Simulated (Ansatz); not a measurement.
# SrTiSe3 (built on the sites of a database entry of CaTiO3): phonons and vibrational spectra

Wanted: vibrations and spectra of SrTiSe3 (built on the sites of a database entry of CaTiO3); the cell is already relaxed. After the zone centre comes a 2×2×2 q mesh on a 6×6×6 k mesh.

Main program and level: Ansatz 0.2.0; DFT LDA, scalar-relativistic, plane waves, PAW.

The structure was built from a prototype and need not be the compound's stable phase.

## 1. Starting point

It takes space group Pm-3m (No. 221, cubic). Conventional cell: a = 4.900 Å, b = 4.900 Å, c = 4.900 Å, α = 90.00°, β = 90.00°, γ = 90.00°. Nearest to Sr lie 12 Se at 3.46 Å. Nearest to Ti lie 6 Se at 2.45 Å. Nearest to Se lie 2 Ti at 2.45 Å and 4 Sr at 3.46 Å. Farther neighbours and most contacts between anions are not listed.

As a file:

```cif
data_structure
_symmetry_space_group_name_H-M 'Pm-3m'
_symmetry_Int_Tables_number 221
_cell_length_a 4.8995
_cell_length_b 4.8995
_cell_length_c 4.8995
_cell_angle_alpha 90.000
_cell_angle_beta 90.000
_cell_angle_gamma 90.000
_cell_volume 117.62
loop_
_atom_site_label
_atom_site_type_symbol
_atom_site_symmetry_multiplicity
_atom_site_Wyckoff_symbol
_atom_site_fract_x
_atom_site_fract_y
_atom_site_fract_z
_atom_site_occupancy
Sr1 Sr 1 a 0.00000 0.00000 0.00000 1
Ti1 Ti 1 b 0.50000 0.50000 0.50000 1
Se1 Se 3 c 0.00000 0.50000 0.50000 1
```

## 2. Linear response at the zone centre

The cell comes from relaxations at this level that are not shown. The zone centre comes first: it holds the modes that light can see, as far as symmetry allows. No field response is asked, since the mesh shows no gap.

input.yaml reads:

```yaml
crystal:
  lattice:
    - [4.899528169, 0.0, 0.0]
    - [0.0, 4.899528169, 0.0]
    - [0.0, 0.0, 4.899528169]
  atoms:
    - { symbol: Sr, position: [0.0, 0.0, 0.0] }
    - { symbol: Ti, position: [0.5, 0.5, 0.5] }
    - { symbol: Se, position: [0.0, 0.5, 0.5] }
    - { symbol: Se, position: [0.5, 0.0, 0.5] }
    - { symbol: Se, position: [0.5, 0.5, 0.0] }
kpoints:
  mp_grid: { grid: [6, 6, 6] }
hamiltonian:
  xc: lda
scf:
  occupations: { method: methfessel_paxton, width: 0.15 }
output:
  eigenvalues: true
phonons:
  method: dfpt
```

Command:

```
> ansatz run input.yaml --threads 8 --pin off --max-ram 14336MiB --backend cpu --events-out ev --progress --plain --runs-dir out
```

Numbers of over 12 decimals in the logs are rounded to 6 here.

The program printed:

```text
zone centre: on kpoints.mp_grid the ground state, and the responses unless they are solved on pairs of k-points, stand on 64 of the mesh's 216 k-points, reduced under 8 symmetry operations, with k and −k counted as one. Each operation leaves every solved displacement unchanged or reverses it
Engine: ansatz 0.2.0, aarch64-unknown-linux-gnu
Pseudopotentials: kind: paw
Pseudopotential: Sr, paw, valence charge 10, recommended cutoff 420 eV (normal), Sr.paw.azcp
Pseudopotential: Ti, paw, valence charge 12, recommended cutoff 420 eV (normal), Ti.paw.azcp
Pseudopotential: Se, paw, valence charge 16, recommended cutoff 420 eV (normal), Se.paw.azcp
Functional definition: SPW92
  exchange = slater_x
  correlation = pw_c
Crystal: 5 atoms, lattice volume = 117.615 Å³
Basis set: ecut = 420 eV, 2325 PW (Γ), exchange–correlation on 72×72×72 points (8 copies of the dense FFT grid, shifted against one another)
Bands: 42, of which v1, the nominal top of the filled ones, is band 35 counted from 1 (34 counted from 0)
Symmetry: 48 space group operations
k-points: 64 of 216 (irreducible under 8 space group operations)
Non-local potential: Sr, projectors of the file, l = 0: 3, l = 1: 2, l = 2: 2
Non-local potential: Ti, projectors of the file, l = 0: 3, l = 1: 2, l = 2: 3, l = 3: 1
Non-local potential: Se, projectors of the file, l = 0: 2, l = 1: 2, l = 2: 3, l = 3: 1
PAW form: soft (Blöchl's): semilocal exchange-correlation on the pseudo side does not see the compensation charge
PAW frozen core: Sr, regenerated for the run's functional, and the local potential with it (the file was generated under x = pbe(κ = 0.804, μ = 0.219515), c = pbe(β = 0.066725))
PAW frozen core: Ti, regenerated for the run's functional, and the local potential with it (the file was generated under x = pbe(κ = 0.804, μ = 0.219515), c = pbe(β = 0.066725))
PAW frozen core: Se, regenerated for the run's functional, and the local potential with it (the file was generated under x = pbe(κ = 0.804, μ = 0.219515), c = pbe(β = 0.066725))
PAW one-centre angular grid: Sr, 110 points (default); XC on 64 Gauss nodes
PAW one-centre angular grid: Ti, 590 points (default); XC on 64 Gauss nodes
PAW one-centre angular grid: Se, 590 points (default); XC on 64 Gauss nodes
Initial density: superposition of atomic densities (neutral atoms: chi_scale 0, normalization atom), corrected by the library's trained network
Initial wavefunctions: pseudopotential atomic-orbital guess
Functional: x = slater, c = lda
SCF iter   1: F=—  HF=-22051.144340 eV  |F-HF|=—  |Δ(HF+E_count)|=         —  Δρ=4.70e-3  dr2=1.34e-2  ethr=1.77e-3  ⟨swp⟩=7.5  Hψ=10911  notcnv=0
preconditioner: auto → Resta (q_TF=auto, 2.502 Å⁻¹)  ε∞=4.5  [insulator: Δε(μ)=0.211 eV  Ē_g=10.064 eV  σ=0.150 eV  W_gap=0.92  n_scr=26 (ndim 8)  ℏωp=18.8 eV  f_vac=0.013  D(μ)=0.19/eV (n_scr^D=0)  ε∞_Penn≈4.5]
SCF iter   2: F=—  HF=-22051.144076 eV  |F-HF|=—  |Δ(HF+E_count)|=   2.64e-4  S|Δr|=    0.00e0  Δρ=2.93e-3  dr2=6.14e-3  ethr=1.91e-5  ⟨swp⟩=3.0  Hψ=5735  notcnv=0  defer=3
SCF iter   3: F=—  HF=-22051.144118 eV  |F-HF|=—  |Δ(HF+E_count)|=   4.13e-5  S|Δr|=    0.00e0  Δρ=1.92e-3  dr2=6.74e-3  ethr=8.77e-6  ⟨swp⟩=2.0  Hψ=4779  notcnv=0  defer=3
SCF iter   4: F=—  HF=-22051.143213 eV  |F-HF|=—  |Δ(HF+E_count)|=   9.05e-4  S|Δr|=    0.00e0  Δρ=3.68e-4  dr2=2.18e-4  ethr=8.77e-6  ⟨swp⟩=2.0  Hψ=2945  notcnv=0  defer=3
SCF iter   5: F=—  HF=-22051.143195 eV  |F-HF|=—  |Δ(HF+E_count)|=   1.81e-5  S|Δr|=    0.00e0  Δρ=1.10e-4  dr2=1.90e-5  ethr=3.12e-7  ⟨swp⟩=2.0  Hψ=2861  notcnv=0  defer=3
SCF iter   6: F=—  HF=-22051.143181 eV  |F-HF|=—  |Δ(HF+E_count)|=   1.39e-5  S|Δr|=    0.00e0  Δρ=2.03e-5  dr2=7.06e-7  ethr=2.72e-8  ⟨swp⟩=2.0  Hψ=3762  notcnv=0  defer=3
SCF iter   7: F=—  HF=-22051.143186 eV  |F-HF|=—  |Δ(HF+E_count)|=   5.19e-6  S|Δr|=    0.00e0  Δρ=6.82e-6  dr2=7.33e-8  ethr=1.01e-9  ⟨swp⟩=2.2  Hψ=4598  notcnv=0  defer=3
SCF iter   8: F=—  HF=-22051.143186 eV  |F-HF|=—  |Δ(HF+E_count)|=   2.34e-8  S|Δr|=    0.00e0  Δρ=1.51e-6  dr2=2.10e-9  ethr=1.05e-10  ⟨swp⟩=2.0  Hψ=4729  notcnv=0  defer=3
SCF iter   9: F=—  HF=-22051.143186 eV  |F-HF|=—  |Δ(HF+E_count)|=  1.31e-10  S|Δr|=    0.00e0  Δρ=5.20e-7  dr2=4.57e-10  ethr=3.01e-12  ⟨swp⟩=2.0  Hψ=4826  notcnv=0  defer=3
SCF iter  10: F=-22051.143186 eV  HF=-22051.143186 eV  |F-HF|=0.00e0  |Δ(HF+E_count)|=  5.82e-11  S|Δr|=    0.00e0  Δρ=7.42e-8  dr2=8.01e-12  ethr=1.00e-12  ⟨swp⟩=9.9  Hψ=15044  notcnv=0
SCF 1 converged in 10 iterations: F = -22051.143186 eV  dr2 = 8.01e-12
  greatest PAW one-centre occupation: 1.000 electrons in one spin orbital (limit 2), on the Se atom at site 2 (counted from 0), in its partial waves of l = 2
DFPT response loops at Γ: preconditioner auto → Kerker (q_TF=auto, 2.502 Å⁻¹) (partly filled bands, converged f_vac=0.006); β = 1.00, the filter's whole step (`scf.mixing.beta` (0.50) is not read by the response loops under this deck's `scf.mixing.preconditioner`; to damp them name `kerker` or `kerker_dos`, under which they read `scf.mixing.beta`, and type it under 1.00, their step now; both keys bind the ground state too); Broyden in place of MSR1
SCF converged after 10 iterations
Stability not checked: this state was not tested for a lower state beside it, because cold or Methfessel-Paxton smearing, or corrected tetrahedra, fill the levels in a way that the test cannot read (fill_not_monotonic; see scf.lower_state_search)
Free energy (F): -22051.143186 eV
Harris-Foulkes:  -22051.143186 eV  (|F-HF|=0.00e0)
Internal energy: -22051.146279 eV  (E = F + TS)
E sigma→0 (E₀):  -22051.143959 eV
Entropy (-TS):   0.003093 eV (0.619 meV/atom)
Fermi energy:    9.657754 eV
Step filling:    the computed levels leave a gap of 0.2134 eV = 1.4 smearing widths at the electron count; against every level under it full and every level over it empty, smearing changes F+E_penalty+E_count by +1.144 meV and its σ→0 estimate by +0.371 meV
--- Per-component energies (eV) ---
  E_band       = -1368.818079
  E_kinetic    = 880.869463
  E_local      = -9312.004924  (includes V_loc(G=0)·N_el)
  E_nonlocal   = -1553.510626
  E_hartree    = 4385.132803
  E_xc         = -583.050361
  E_vxc        = -584.138233  (∫ρ·V_xc dr)
  E_paw        = -9074.602001  (= ΣΔE_a)
  E_vpaw       = 429.702586  (= ΣTr[D̂ρ^β])
  E_aug_tail   = -0.001745  (compensation charges beyond the density's cutoff)
  E_ewald      = -6801.251060
  E_core_change = 7.272173  (= ΣΔE_core)
  E_smearing   = 0.003093  (= −TS)
  E_closure    = 0.000000  (closes the sum)
  Σ components = -22051.143186   (vs F -22051.143186, Δ=0.00e0)
--- Band table (eV; the first three rows and the last of 64) ---
  k-point 0: bands = [... 31 lower, 8.2728, 9.2052, 9.2052, 9.2052, 9.3916, 9.3916, 9.3916, 10.6225, ... 3 higher]
  k-point 1: bands = [... 31 lower, 7.9419, 8.3777, 9.0389, 9.0389, 9.2319, 10.0923, 10.0923, 10.6967, ... 3 higher]
  k-point 2: bands = [... 31 lower, 7.0951, 7.4480, 8.9142, 8.9142, 9.2873, 10.7545, 10.8538, 10.8538, ... 3 higher]
  k-point 63: bands = [... 31 lower, 5.9772, 9.9461, 9.9461, 9.9461, 11.1176, 11.1176, 11.1176, 11.6487, ... 3 higher]
--- Phonons (Γ-DFPT): 4 representative perturbations + reference, on 64 of 216 k-points (Σ response iterations 12) ---
  k mesh reduced under 8 symmetry operations, with k and −k counted as one. Each operation leaves every solved displacement unchanged or reverses it
  ASR residual: 2.193e-4 → 0.000e0 eV/Å²; symmetrization residual: 1.385e-5 eV/Å²
  ASR residual per site (eV/Å²): 2.19e-4 1.07e-5 8.35e-6 8.35e-6 8.35e-6
  Γ frequencies (cm⁻¹): -22.78 -22.78 -22.78 0.00 0.00 0.00 38.16 38.16 38.16 64.12 64.12 64.12 268.84 268.84 268.84
  non-analytic LO–TO correction: not included (Born effective charges unavailable; polar crystals: no LO–TO splitting at Γ)
```

Elapsed: 21 s, on 8 threads of Arm Neoverse V2, shared host; peak memory 1.4 GiB; 2.5 min of CPU time.

Numbers from this step:

```yaml
volume_per_atom: 23.52 Å³
gap_on_the_k_mesh: 0 eV
sum_rule_residual_before_enforcement: 2.19e-4 eV/Å²
point_group: m-3m
highest_optical_mode_at_the_zone_centre_no_lo_to_term: 268.8 cm⁻¹
lowest_optical_zone_centre_mode: -22.78 cm⁻¹
```

Patterns of degenerate modes are one choice out of their space. Modes at Γ, with each element's share of the kinetic energy (negative means imaginary):

| mode | frequency (cm⁻¹) | symmetry | Sr % | Ti % | Se % |
| --- | --- | --- | --- | --- | --- |
| 1 | -22.8 | T1u | 76 | 7 | 17 |
| 2 | -22.8 | T1u | 76 | 7 | 17 |
| 3 | -22.8 | T1u | 76 | 7 | 17 |
| 4 | 0.0 | acoustic | 24 | 13 | 64 |
| 5 | 0.0 | acoustic | 24 | 13 | 64 |
| 6 | 0.0 | acoustic | 24 | 13 | 64 |
| 7 | 38.2 | T2u | 0 | 0 | 100 |
| 8 | 38.2 | T2u | 0 | 0 | 100 |
| 9 | 38.2 | T2u | 0 | 0 | 100 |
| 10 | 64.1 | T1u | 1 | 46 | 53 |
| 11 | 64.1 | T1u | 1 | 46 | 53 |
| 12 | 64.1 | T1u | 1 | 46 | 53 |
| 13 | 268.8 | T1u | 0 | 34 | 66 |
| 14 | 268.8 | T1u | 0 | 34 | 66 |
| 15 | 268.8 | T1u | 0 | 34 | 66 |

Displacements in mode 2 (-22.8 cm⁻¹), the largest set to 1:
```
Sr1  0.00  0.03  1.00
Ti2  0.00 -0.01 -0.42
Se3  0.00 -0.01 -0.25
Se4  0.00 -0.01 -0.25
Se5  0.00 -0.01 -0.34
```

Displacements in mode 14 (268.8 cm⁻¹), the largest set to 1:
```
Sr1  0.00  0.00  0.00
Ti2 -0.95  0.00  0.00
Se3  1.00  0.00  0.00
Se4 -0.21  0.00  0.00
Se5 -0.21  0.00  0.00
```

Before it was imposed, the acoustic sum rule was missed by 2.2e-4 eV/Å². Small misses are needed for a sound result but don't prove that mesh and cutoff are converged. The lowest optical mode is imaginary, 22.8i cm⁻¹, so the energy falls along it.

(Continued in part 2 of 2.)

[Logs are printed without paths, hosts, clocks, repeated set-up lines and the standing remarks that a program may print on its own settings, such as how far it seeks lower states.]

[Hosts, paths, dates, database ids (printed as entryN), source tags and the programs' standing remarks are cut or masked in the printed files.]
